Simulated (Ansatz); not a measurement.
# Work function of Mo(100): what the settings cost and change, part 2 of 2

Aim: the work function of Mo(100) against thickness and vacuum, with the cost.

Ansatz 0.2.0; plane-wave DFT, PBE, Ansatz PAW.

So far, work function, upper face (eV): step 2 (slab, setting 1 layer) 4.74; step 4 (slab, 3 atoms) 4.09; step 5 (slab, 4 atoms) 3.87; step 6 (run, 5 atoms) 3.97; step 7 (run, 6 atoms) 3.93.

## (8) Run, 8 atoms

System of this step: Mo(100). The cell holds 8 atoms: 8 Mo. Cell: a = 3.150 Å, b = 3.150 Å, c = 29.025 Å, α = 90.0°, β = 90.0°, γ = 90.0°. Vacuum lies along c.

input.yaml

```yaml
crystal:
  lattice:
    - [3.15, 0.0, 0.0]
    - [0.0, 3.15, 0.0]
    - [0.0, 0.0, 29.025]
  atoms:
    - { symbol: Mo, position: [0.5, 0.5, 0.3100775194] }
    - { symbol: Mo, position: [0.0, 0.0, 0.3643410853] }
    - { symbol: Mo, position: [0.5, 0.5, 0.4186046512] }
    - { symbol: Mo, position: [0.0, 0.0, 0.4728682171] }
    - { symbol: Mo, position: [0.5, 0.5, 0.5271317829] }
    - { symbol: Mo, position: [0.0, 0.0, 0.5813953488] }
    - { symbol: Mo, position: [0.5, 0.5, 0.6356589147] }
    - { symbol: Mo, position: [0.0, 0.0, 0.6899224806] }
kpoints:
  mp_grid: { grid: [13, 13, 1] }
hamiltonian:
  xc: pbe
scf:
  occupations: { method: fermi_dirac, width: 0.1 }
  convergence: { dr2_threshold: 1.0e-09 }
efield:
  axis: 3
  dipole_correction: true
  ramp_position: 0.97
  ramp_width: 0.06
output:
  write_potential: true
  write_density: true
  volumetric_format: npy
```

Started as:

```sh
> ansatz run input.yaml --threads 2 --pin off --max-ram 3072MiB --backend cpu --events-out ev --progress --plain --runs-dir out
```

Numbers of over 12 decimals in the logs are rounded to 6 here.

The program printed:

```text
[...]
Crystal: 8 atoms, lattice volume = 288.001 Å³
Basis set: ecut = 420 eV, 5673 PW (Γ)
Bands: 68, of which v1, the nominal top of the filled ones, is band 56 counted from 1 (55 counted from 0)
Symmetry: 8 space group operations
k-points: 28 of 169
[...]
k-point 0: bands = [... 52 lower, 6.2547, 6.4688, 6.4947, 6.4947, 6.8988, 6.9119, 6.9360, 7.2000, ... 8 higher]
  k-point 1: bands = [... 52 lower, 6.3065, 6.3995, 6.4410, 6.7372, 6.7711, 6.9593, 7.0445, 7.2055, ... 8 higher]
  k-point 2: bands = [... 52 lower, 6.2690, 6.3057, 6.3181, 6.9389, 7.0654, 7.0894, 7.1604, 7.3629, ... 8 higher]
  k-point 27: bands = [... 52 lower, 7.2138, 7.2605, 8.4934, 8.5010, 8.7573, 8.8088, 8.8118, 8.8534, ... 8 higher]
[key lines of the parts left out:]
SCF converged after 11 iterations
Free energy (F): -39643.992895 eV
Fermi energy:    6.974947 eV
Dipole field:    D = -0.000000 V/Å  (p = -0.000000 e·Å, saw-weighted, corrected)
Work function:   Φ+ = 3.9313 eV   Φ− = 3.9313 eV
```

It took 41 s on 2 threads of Arm Neoverse V2, shared host; peak memory 0.86 GiB; 81 s of CPU time.

The work function is 3.931 eV, +0.003 eV from the run “6 layers”, at 1.7 times its CPU time.

## (9) Run, 10 atoms

System of this step: Mo(100). The cell holds 10 atoms: 10 Mo. Cell: a = 3.150 Å, b = 3.150 Å, c = 32.175 Å, α = 90.0°, β = 90.0°, γ = 90.0°. Vacuum lies along c.

input.yaml, the sections that differ from step 8:

```yaml
crystal:
  lattice:
    - [3.15, 0.0, 0.0]
    - [0.0, 3.15, 0.0]
    - [0.0, 0.0, 32.175]
  atoms:
    - { symbol: Mo, position: [0.5, 0.5, 0.2797202797] }
    - { symbol: Mo, position: [0.0, 0.0, 0.3286713287] }
    - { symbol: Mo, position: [0.5, 0.5, 0.3776223776] }
    - { symbol: Mo, position: [0.0, 0.0, 0.4265734266] }
    - { symbol: Mo, position: [0.5, 0.5, 0.4755244755] }
    - { symbol: Mo, position: [0.0, 0.0, 0.5244755245] }
    - { symbol: Mo, position: [0.5, 0.5, 0.5734265734] }
    - { symbol: Mo, position: [0.0, 0.0, 0.6223776224] }
    - { symbol: Mo, position: [0.5, 0.5, 0.6713286713] }
    - { symbol: Mo, position: [0.0, 0.0, 0.7202797203] }
# kpoints, hamiltonian, scf, efield, output: as in step 8
```

The program printed:

```text
[...]
Crystal: 10 atoms, lattice volume = 319.256 Å³
Basis set: ecut = 420 eV, 6275 PW (Γ)
Bands: 84, of which v1, the nominal top of the filled ones, is band 70 counted from 1 (69 counted from 0)
Symmetry: 8 space group operations
k-points: 28 of 169
[...]
k-point 0: bands = [... 66 lower, 7.4542, 7.8497, 7.8497, 7.8676, 8.2874, 8.2902, 8.4143, 8.4143, ... 10 higher]
  k-point 1: bands = [... 66 lower, 7.7220, 7.8032, 7.9409, 7.9784, 8.0873, 8.3432, 8.3716, 8.5455, ... 10 higher]
  k-point 2: bands = [... 66 lower, 7.6920, 7.7662, 7.8221, 8.3430, 8.4114, 8.4322, 8.5472, 8.6200, ... 10 higher]
  k-point 27: bands = [... 66 lower, 8.8501, 8.9597, 9.8672, 9.8719, 10.0611, 10.1334, 10.2026, 10.2147, ... 10 higher]
[key lines of the parts left out:]
SCF converged after 11 iterations
Free energy (F): -49556.051863 eV
Fermi energy:    8.348377 eV
Dipole field:    D = 0.000000 V/Å  (p = 0.000001 e·Å, saw-weighted, corrected)
Work function:   Φ+ = 3.9445 eV   Φ− = 3.9445 eV
```

Wall time 65 s (2 threads); peak memory 1.1 GiB.

The work function is 3.945 eV, +0.013 eV from the run “8 layers”, at 1.6 times its CPU time.

## (10) Run, 13 atoms

System of this step: Mo(100). The cell holds 13 atoms: 13 Mo. Its edges and angles: a = 3.150 Å, b = 3.150 Å, c = 36.900 Å, α = 90.0°, β = 90.0°, γ = 90.0°. Vacuum lies along c.

input.yaml, the sections that differ from step 9:

```yaml
crystal:
  lattice:
    - [3.15, 0.0, 0.0]
    - [0.0, 3.15, 0.0]
    - [0.0, 0.0, 36.9]
  atoms:
    - { symbol: Mo, position: [0.0, 0.0, 0.243902439] }
    - { symbol: Mo, position: [0.5, 0.5, 0.2865853659] }
    - { symbol: Mo, position: [0.0, 0.0, 0.3292682927] }
    - { symbol: Mo, position: [0.5, 0.5, 0.3719512195] }
    - { symbol: Mo, position: [0.0, 0.0, 0.4146341463] }
    - { symbol: Mo, position: [0.5, 0.5, 0.4573170732] }
    - { symbol: Mo, position: [0.0, 0.0, 0.5] }
    - { symbol: Mo, position: [0.5, 0.5, 0.5426829268] }
    - { symbol: Mo, position: [0.0, 0.0, 0.5853658537] }
    - { symbol: Mo, position: [0.5, 0.5, 0.6280487805] }
    - { symbol: Mo, position: [0.0, 0.0, 0.6707317073] }
    - { symbol: Mo, position: [0.5, 0.5, 0.7134146341] }
    - { symbol: Mo, position: [0.0, 0.0, 0.756097561] }
# kpoints, hamiltonian, scf, efield, output: as in step 9
```

The program printed:

```text
[...]
Crystal: 13 atoms, lattice volume = 366.140 Å³
Basis set: ecut = 420 eV, 7227 PW (Γ)
Bands: 110, of which v1, the nominal top of the filled ones, is band 91 counted from 1 (90 counted from 0)
Symmetry: 8 space group operations
k-points: 28 of 169
[...]
k-point 1: bands = [... 87 lower, 9.3728, 9.4377, 9.5707, 9.5999, 9.8210, 9.8229, 9.8884, 10.0396, ... 15 higher]
  k-point 2: bands = [... 87 lower, 9.3244, 9.3382, 9.8252, 9.8871, 9.9811, 10.0269, 10.1693, 10.2471, ... 15 higher]
  k-point 27: bands = [... 87 lower, 10.6822, 10.8733, 11.5044, 11.5079, 11.6332, 11.7309, 11.7927, 11.8428, ... 15 higher]
[key lines of the parts left out:]
SCF converged after 11 iterations
Free energy (F): -64424.151748 eV
Fermi energy:    9.990636 eV
Dipole field:    D = 0.000000 V/Å  (p = 0.000000 e·Å, saw-weighted, corrected)
Work function:   Φ+ = 3.9390 eV   Φ− = 3.9390 eV
```

Wall time 1.9 min (2 threads); peak memory 1.5 GiB.

The work function is 3.939 eV, -0.005 eV from the run “10 layers”, at 1.8 times its CPU time.

## (11) Run, 7 atoms

System of this step: Mo(100). The cell holds 7 atoms: 7 Mo. Its edges and angles: a = 3.150 Å, b = 3.150 Å, c = 19.450 Å, α = 90.0°, β = 90.0°, γ = 90.0°. Vacuum lies along c.

input.yaml, the sections that differ from step 10:

```yaml
crystal:
  lattice:
    - [3.15, 0.0, 0.0]
    - [0.0, 3.15, 0.0]
    - [0.0, 0.0, 19.45]
  atoms:
    - { symbol: Mo, position: [0.0, 0.0, 0.2570694087] }
    - { symbol: Mo, position: [0.5, 0.5, 0.3380462725] }
    - { symbol: Mo, position: [0.0, 0.0, 0.4190231362] }
    - { symbol: Mo, position: [0.5, 0.5, 0.5] }
    - { symbol: Mo, position: [0.0, 0.0, 0.5809768638] }
    - { symbol: Mo, position: [0.5, 0.5, 0.6619537275] }
    - { symbol: Mo, position: [0.0, 0.0, 0.7429305913] }
# kpoints, hamiltonian, scf, efield, output: as in step 10
```

The program printed:

```text
[...]
Crystal: 7 atoms, lattice volume = 192.993 Å³
Basis set: ecut = 420 eV, 3825 PW (Γ)
Bands: 59, of which v1, the nominal top of the filled ones, is band 49 counted from 1 (48 counted from 0)
Symmetry: 8 space group operations
k-points: 28 of 169
[...]
k-point 1: bands = [... 45 lower, 9.6594, 9.6609, 9.9303, 9.9882, 10.0323, 10.2588, 10.5987, 10.7650, ... 6 higher]
  k-point 2: bands = [... 45 lower, 9.6086, 9.6744, 9.8700, 9.9607, 10.3223, 10.4396, 10.7927, 10.9835, ... 6 higher]
  k-point 27: bands = [... 45 lower, 10.3423, 10.3602, 11.8200, 11.8331, 12.1145, 12.1338, 12.1899, 12.1955, ... 6 higher]
[key lines of the parts left out:]
SCF converged after 11 iterations
Free energy (F): -34687.963073 eV
Fermi energy:    10.315543 eV
Dipole field:    D = -0.000001 V/Å  (p = -0.000001 e·Å, saw-weighted, corrected)
Work function:   Φ+ = 3.9406 eV (in doubt: plateau slope 6.7e-2 eV/Å)   Φ− = 3.9444 eV (in doubt: plateau slope 4.9e-2 eV/Å)
```

It took 23 s on 2 threads; peak memory 0.6 GiB.

The work function is 3.941 eV. The program marks this work function as in doubt.

## (12) Slab, 7 atoms

The cell differs from the one that the last finished run ended in (c 19.450 → 23.450 Å).

input.yaml, the sections that differ from step 11:

```yaml
crystal:
  lattice:
    - [3.15, 0.0, 0.0]
    - [0.0, 3.15, 0.0]
    - [0.0, 0.0, 23.45]
  atoms:
    - { symbol: Mo, position: [0.0, 0.0, 0.2985074627] }
    - { symbol: Mo, position: [0.5, 0.5, 0.3656716418] }
    - { symbol: Mo, position: [0.0, 0.0, 0.4328358209] }
    - { symbol: Mo, position: [0.5, 0.5, 0.5] }
    - { symbol: Mo, position: [0.0, 0.0, 0.5671641791] }
    - { symbol: Mo, position: [0.5, 0.5, 0.6343283582] }
    - { symbol: Mo, position: [0.0, 0.0, 0.7014925373] }
# kpoints, hamiltonian, scf, efield, output: as in step 11
```

The program printed:

```text
[...]
Crystal: 7 atoms, lattice volume = 232.683 Å³
Basis set: ecut = 420 eV, 4599 PW (Γ)
Bands: 59, of which v1, the nominal top of the filled ones, is band 49 counted from 1 (48 counted from 0)
Symmetry: 8 space group operations
k-points: 28 of 169
[...]
k-point 0: bands = [... 45 lower, 7.1211, 7.1211, 7.3135, 7.7472, 7.7472, 7.8175, 7.8233, 8.1661, ... 6 higher]
  k-point 1: bands = [... 45 lower, 7.2265, 7.2275, 7.4972, 7.5591, 7.5992, 7.8162, 8.1739, 8.3314, ... 6 higher]
  k-point 2: bands = [... 45 lower, 7.1768, 7.2400, 7.4368, 7.5276, 7.8916, 8.0020, 8.3596, 8.5534, ... 6 higher]
  k-point 27: bands = [... 45 lower, 7.9092, 7.9271, 9.3869, 9.3999, 9.6813, 9.7007, 9.7569, 9.7624, ... 6 higher]
[key lines of the parts left out:]
SCF converged after 11 iterations
Free energy (F): -34687.962850 eV
Fermi energy:    7.882408 eV
Dipole field:    D = 0.000000 V/Å  (p = 0.000000 e·Å, saw-weighted, corrected)
Work function:   Φ+ = 3.9519 eV   Φ− = 3.9520 eV
```

Run time: 27 s. Hardware: 2 threads; peak memory 0.67 GiB.

The work function is 3.952 eV, +0.011 eV from the run “7 layers, 10 Å of vacuum”, at 1.2 times its CPU time.

## (13) Run, 7 atoms (run 2)

The cell differs from the one that the last finished run ended in (c 23.450 → 35.450 Å).

input.yaml, the sections that differ from step 12:

```yaml
crystal:
  lattice:
    - [3.15, 0.0, 0.0]
    - [0.0, 3.15, 0.0]
    - [0.0, 0.0, 35.45]
  atoms:
    - { symbol: Mo, position: [0.0, 0.0, 0.3667136812] }
    - { symbol: Mo, position: [0.5, 0.5, 0.4111424542] }
    - { symbol: Mo, position: [0.0, 0.0, 0.4555712271] }
    - { symbol: Mo, position: [0.5, 0.5, 0.5] }
    - { symbol: Mo, position: [0.0, 0.0, 0.5444287729] }
    - { symbol: Mo, position: [0.5, 0.5, 0.5888575458] }
    - { symbol: Mo, position: [0.0, 0.0, 0.6332863188] }
# kpoints, hamiltonian, scf, efield, output: as in step 12
```

The program printed:

```text
[...]
Crystal: 7 atoms, lattice volume = 351.753 Å³
Basis set: ecut = 420 eV, 6935 PW (Γ)
Bands: 59, of which v1, the nominal top of the filled ones, is band 49 counted from 1 (48 counted from 0)
Symmetry: 8 space group operations
k-points: 28 of 169
[...]
k-point 0: bands = [... 45 lower, 3.1151, 3.1151, 3.3074, 3.7412, 3.7412, 3.8117, 3.8170, 4.1601, ... 6 higher]
  k-point 1: bands = [... 45 lower, 3.2204, 3.2214, 3.4911, 3.5530, 3.5931, 3.8099, 4.1680, 4.3253, ... 6 higher]
  k-point 2: bands = [... 45 lower, 3.1707, 3.2339, 3.4308, 3.5216, 3.8856, 3.9958, 4.3535, 4.5473, ... 6 higher]
  k-point 27: bands = [... 45 lower, 3.9031, 3.9210, 5.3808, 5.3938, 5.6752, 5.6946, 5.7508, 5.7563, ... 6 higher]
[key lines of the parts left out:]
SCF converged after 11 iterations
Free energy (F): -34687.962848 eV
Fermi energy:    3.876339 eV
Dipole field:    D = -0.000000 V/Å  (p = -0.000000 e·Å, saw-weighted, corrected)
Work function:   Φ+ = 3.9522 eV   Φ− = 3.9522 eV
```

It took 41 s on 2 threads; peak memory 0.9 GiB; 81 s of CPU time.

The work function is 3.952 eV, +0.000 eV from the run “7 layers, 14 Å of vacuum”, at 1.5 times its CPU time.

## (14) Comparing the runs

Times are for 2 threads of Arm Neoverse V2, shared host. The runs compared:

| no. | setting | work function, upper face (eV) | time | memory (GiB) |
| --- | --- | --- | --- | --- |
| 1 | 1 layer | 4.744 | 3.4 s | 0.42 |
| 2 | 2 layers | 3.937 | 5.6 s | 0.42 |
| 3 | 3 layers | 4.090 | 8.6 s | 0.47 |
| 4 | 4 layers | 3.867 | 12 s | 0.52 |
| 5 | 5 layers | 3.972 | 19 s | 0.59 |
| 6 | 6 layers | 3.928 | 25 s | 0.67 |
| 7 | 8 layers | 3.931 | 41 s | 0.86 |
| 8 | 10 layers | 3.945 | 65 s | 1.1 |
| 9 | 13 layers | 3.939 | 1.9 min | 1.5 |
| 10 | 7 layers, 10 Å of vacuum | 3.941 | 23 s | 0.6 |
| 11 | 7 layers, 14 Å of vacuum | 3.952 | 27 s | 0.67 |
| 12 | 7 layers, 26 Å of vacuum | 3.952 | 41 s | 0.9 |

## (15) A changed input

System of this step: Mo(100) monolayer. The cell holds 1 atom: 1 Mo. Its edges and angles: a = 3.150 Å, b = 3.150 Å, c = 18.000 Å, α = 90.0°, β = 90.0°, γ = 90.0°. Vacuum lies along c.

An input spoilt on purpose, to show how the run answers: it repeats the earlier run “1 layer” with kpoints.mp_grid.grid from [13, 13, 1] to [0, 13, 1], and scf.max_iter set to 60; its output block differs too.

input.yaml, the sections that differ from step 13:

```yaml
crystal:
  lattice:
    - [3.15, 0.0, 0.0]
    - [0.0, 3.15, 0.0]
    - [0.0, 0.0, 18.0]
  atoms:
    - { symbol: Mo, position: [0.5, 0.5, 0.5] }
kpoints:
  mp_grid: { grid: [0, 13, 1] }
scf:
  occupations: { method: fermi_dirac, width: 0.1 }
  convergence: { dr2_threshold: 1.0e-09 }
  max_iter: 60
# hamiltonian, efield, output: as in step 13
```

The program printed:

```text
Error: invalid value for `kpoints.mp_grid.grid`: each dimension must be in 1..=255
```

It took 0.03 s on 2 threads; peak memory 0.07 GiB.

The program refused the input before any cycle.

The program's message: “Error: invalid value for `kpoints.mp_grid.grid`: each dimension must be in 1..=255”

The fault put into the input: a zero in the mesh.

## (16) Results

```json
{"work function, 1 layer": "4.744 eV", "work function, 4 layers": "3.867 eV", "work function, 6 layers": "3.928 eV", "work function, 13 layers": "3.939 eV"}
```

The thickest slab gives 3.94 eV, and the settings tried spread the value from 3.87 to 4.74 eV. At 18 Å of vacuum, the slabs from 5 layers on stay within 0.04 eV of the thickest. Beyond two layers the value swings up and down with thickness, as is usual where quantum-well states cross the Fermi level; the levels were not examined here. Going from 10 to 26 Å of vacuum moves it by 0.012 eV. The program marks the value as in doubt in “7 layers, 10 Å of vacuum”. A compiled measured value is 4.45 eV (arxiv:1902.07811, 2019), but the real face reconstructs and these slabs don't, so it is no test of the method. The ladder's slabs use the tabulated experimental lattice constant (two decimals; a low-temperature value for the alkali metals). This open face is not relaxed here, and relaxation moves such faces by up to a few tenths of an eV. In 1 run of the series (7 layers, 10 Å of vacuum) the program warns that electrons reach the sawtooth's ramp, which makes dipole and work function less sure.

[Logs are printed without paths, hosts, clocks, repeated set-up lines and the standing remarks that a program may print on its own settings, such as how far it seeks lower states.]

[Hosts, paths, dates, database ids (printed as entryN), source tags and the programs' standing remarks are cut or masked in the printed files.]

[Maps of the electrostatic potential energy from Ansatz leave out the sawtooth potential of an applied field or a dipole correction, so their vacuum need not be flat; planar profiles and work functions include it.]
